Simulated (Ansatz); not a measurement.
# KZnIF2 (built on the sites of a database entry of KZnF3): the cell at rest

Aim: bring KZnIF2 (built on the sites of a database entry of KZnF3) to small forces and stress, as phonons need.

Program: Ansatz 0.2.0. Level of theory: DFT PBEsol, scalar-relativistic, plane waves, PAW. Results are calculated unless marked as measured.

This is a report of a sequence of runs, with most program output left out.

The structure was built from a prototype and need not be the compound's stable phase.

### 1. Set-up

The structure is tetragonal, space group P4/mmm (No. 123). Conventional cell: a = 4.283 Å, b = 4.283 Å, c = 4.283 Å, α = 90.00°, β = 90.00°, γ = 90.00°. Nearest to K lie 8 F at 3.03 Å and 4 I at 3.03 Å. Zn has 2 I at 2.14 Å and 4 F at 2.14 Å nearest. F has 2 Zn at 2.14 Å and 4 K at 3.03 Å nearest. Nearest to I lie 2 Zn at 2.14 Å and 4 K at 3.03 Å. Farther neighbours and most contacts between anions are not listed.

### 2. A coarse first look

First a cheap look: the gap decides the mesh and the occupations, the pressure tells how far the cell has to move.

The input, input.yaml:

```yaml
crystal:
  lattice:
    - [4.28253, 0.0, 0.0]
    - [0.0, 4.28253, 0.0]
    - [0.0, 0.0, 4.28253]
  atoms:
    - { symbol: K, position: [0.0, 0.0, 0.0] }
    - { symbol: Zn, position: [0.5, 0.5, 0.5] }
    - { symbol: F, position: [0.5, 0.5, 0.0] }
    - { symbol: F, position: [0.0, 0.5, 0.5] }
    - { symbol: I, position: [0.5, 0.0, 0.5] }
kpoints:
  mp_grid: { grid: [4, 4, 4] }
hamiltonian:
  xc: pbesol
scf:
  occupations: { method: gaussian, width: 0.1 }
output:
  forces: true
  stress: true
  eigenvalues: true
```

On the command line:

```
$ ansatz run input.yaml --threads 8 --pin off --max-ram 14336MiB --backend cpu --events-out ev --progress --plain --runs-dir out
```

Elapsed: 0.63 s, on 8 threads of Arm Neoverse V2, shared host; peak memory 0.46 GiB.

A gap read on the k-mesh alone can miss the band edges.

Numbers from this step:

| Property | Result |
| --- | --- |
| pressure | 29.71 GPa |
| gap on the k-mesh | 2.258 eV |
| volume per atom | 15.71 Å³ |
| direct gap on mesh | 3.189 eV |

The coarse mesh shows a gap of 2.26 eV and a pressure of 29.7 GPa.

### 3. Rough relaxation

A rough relaxation comes first, because large forces or stress need no tight tolerances yet.

Changes to input.yaml since step 2:

```diff
@@ -12,3 +12,3 @@
 kpoints:
-  mp_grid: { grid: [4, 4, 4] }
+  mp_grid: { grid: [6, 6, 6] }
 hamiltonian:
@@ -21 +21,6 @@
   eigenvalues: true
+relax:
+  adjacent_minimum: "off"
+  f_tol: 0.05
+  max_steps: 80
+  cell: { stress_tol: 0.5 }
```

It took 11 s on 8 threads; peak memory 0.59 GiB; 75 s of CPU time.

Step by step:

```
step  energy less that of the first step (eV)  largest force component (eV/Å)  pressure (GPa)  volume (Å³)
   1                                   0.0000                          0.0000           29.69        78.54
   2                                  -1.2733                          0.0000           17.15        84.25
   3                                  -1.9835                          0.0000            8.12        90.16
   4                                  -2.2784                          0.0000            1.62        95.64
   5                                  -2.3099                          0.0000           -0.19        97.14
   6                                  -2.3151                          0.0000            0.23        96.42
   7                                  -2.3157                          0.0000           -0.02        96.56
  8*                                  -2.5660                          0.0000            3.12        96.56
   9                                  -2.6331                          0.0000            1.22        99.58
  10                                  -2.6469                          0.0000            0.18       101.55
  11                                  -2.6466                          0.0000            0.01       101.91
 12*                                  -2.6648                          0.0000            0.11       101.91
```

Relaxation steps marked * repeat the geometry before them on a plane-wave basis chosen anew for their cell, so energy and pressure can jump there.

The run keeps the 16 symmetry operations that it works with, so distortions that break them were not tested.

```csv
cell as run,before,after,change
a (Å),4.283,4.387,+2.4 %
b (Å),4.283,5.295,+23.6 %
c (Å),4.283,4.387,+2.4 %
volume (Å³/atom),15.71,20.38,+29.8 %
```

The relaxed structure:

```xyz
5
Lattice="4.3872 0.0000 0.0000 0.0000 5.2947 0.0000 0.0000 0.0000 4.3872" Properties=species:S:1:pos:R:3 pbc="T T T"
K     0.0000    0.0000    0.0000
Zn    2.1936    2.6474    2.1936
F     2.1936    2.6474    0.0000
F     0.0000    2.6474    2.1936
I     2.1936    0.0000    2.1936
```

Numbers from this step:

| Quantity | Value |
| --- | --- |
| pressure | 0.1093 GPa |
| gap on the k-mesh | 1.671 eV |
| volume per atom | 20.38 Å³ |
| direct gap on mesh | 1.864 eV |

In this step the volume went from 15.71 to 20.38 Å³/atom.

### 4. Bringing the structure to rest

The cell and atoms are relaxed, since residual forces and stress would shift the frequencies.

The input, input.yaml:

```yaml
crystal:
  lattice:
    - [4.3871712592, 0.0, 0.0]
    - [0.0, 5.2947489548, 0.0]
    - [0.0, 0.0, 4.3871712592]
  atoms:
    - { symbol: K, position: [0.0, 0.0, 0.0] }
    - { symbol: Zn, position: [0.5, 0.5, 0.5] }
    - { symbol: F, position: [0.5, 0.5, 0.0] }
    - { symbol: F, position: [0.0, 0.5, 0.5] }
    - { symbol: I, position: [0.5, 0.0, 0.5] }
kpoints:
  mp_grid: { grid: [6, 4, 6] }
hamiltonian:
  xc: pbesol
scf:
  occupations: { method: gaussian, width: 0.02 }
output:
  forces: true
  stress: true
  eigenvalues: true
relax:
  adjacent_minimum: "off"
  f_tol: 0.005
  max_steps: 80
  cell: { stress_tol: 0.05 }
```

Run time: 3.4 s. Hardware: 8 threads; peak memory 0.56 GiB.

Relaxation path:

```
step  energy less that of the first step (eV)  largest force component (eV/Å)  pressure (GPa)  volume (Å³)
   1                                   0.0000                          0.0000            0.11       101.91
   2                                   0.0000                          0.0000           -0.04       102.24
   3                                  -0.0001                          0.0000           -0.01       102.19
  4*                                  -0.0007                          0.0000            0.00       102.19
```

Relaxation steps marked * repeat the geometry before them on a plane-wave basis chosen anew for their cell, so energy and pressure can jump there.

Forces are held to the 16 operations that the run works with; a distortion that breaks them can't arise in this run.

| cell as run | before | after | change |
| --- | --- | --- | --- |
| a (Å) | 4.387 | 4.382 | -0.1 % |
| b (Å) | 5.295 | 5.321 | +0.5 % |
| c (Å) | 4.387 | 4.382 | -0.1 % |
| volume (Å³/atom) | 20.38 | 20.44 | +0.3 % |

Final coordinates:

```xyz
5
Lattice="4.3823 0.0000 0.0000 0.0000 5.3212 0.0000 0.0000 0.0000 4.3823" Properties=species:S:1:pos:R:3 pbc="T T T"
K     0.0000    0.0000    0.0000
Zn    2.1912    2.6606    2.1912
F     2.1912    2.6606    0.0000
F     0.0000    2.6606    2.1912
I     2.1912    0.0000    2.1912
```

This step gave:

```yaml
pressure: 0.001205 GPa
gap_on_the_k_mesh: 1.676 eV
volume_per_atom: 20.44 Å³
direct_gap_on_mesh: 1.848 eV
```

In this step the volume went from 20.38 to 20.44 Å³/atom.

### 5. Relaxing to small forces for the phonons

Phonons need a cell at rest on their own settings, so the relaxation is repeated with tight tolerances on forces and stress, using the mesh and the filling of the phonon run that follows.

The input, input.yaml:

```yaml
crystal:
  lattice:
    - [4.3823041634, 0.0, 0.0]
    - [0.0, 5.3211927339, 0.0]
    - [0.0, 0.0, 4.3823041634]
  atoms:
    - { symbol: K, position: [0.0, 0.0, 0.0] }
    - { symbol: Zn, position: [0.5, 0.5, 0.5] }
    - { symbol: F, position: [0.5, 0.5, 0.0] }
    - { symbol: F, position: [0.0, 0.5, 0.5] }
    - { symbol: I, position: [0.5, 0.0, 0.5] }
kpoints:
  mp_grid: { grid: [6, 4, 6] }
hamiltonian:
  xc: pbesol
scf:
  occupations: { method: fixed }
output:
  forces: true
  stress: true
  eigenvalues: true
relax:
  adjacent_minimum: "off"
  f_tol: 0.001
  max_steps: 60
  cell: { stress_tol: 0.01 }
```

Run time: 2.5 s. Hardware: 8 threads; peak memory 0.57 GiB; 16 s of CPU time.

Little changed from the start: no atom moved by 0.005 Å and no cell edge by 0.1 %.

Numbers from this step:

```
pressure           : -0.003638 GPa
gap on the k-mesh  : 1.677 eV
direct gap on mesh : 1.847 eV
```

The forces vanish by symmetry and the pressure is -0.004 GPa, within the tolerances set. The cell now holds 20.44 Å³/atom.

### 6. Summary of results

- space group after relaxation (within 0.01 Å): P4/mmm
- lattice constant a: 4.382 Å
- lattice constant b: 4.382 Å
- lattice constant c: 5.323 Å
- volume per atom: 20.4 Å³
- gap on the k-mesh: 1.68 eV

The forces vanish by symmetry and the pressure is -0.004 GPa, within the tolerances set. The cell now holds 20.44 Å³/atom. The relaxation keeps the symmetry of its start, so it says nothing on stability against lower symmetry. Spin-orbit coupling is left out, which can matter for the heavy elements here. The starting cell was built on a prototype and not taken from a measurement, so the phase need not exist.

[Logs are printed without paths, hosts, clocks, repeated set-up lines and the standing remarks that a program may print on its own settings, such as how far it seeks lower states.]

[Hosts, paths, dates, database ids (printed as entryN), source tags and the programs' standing remarks are cut or masked in the printed files.]
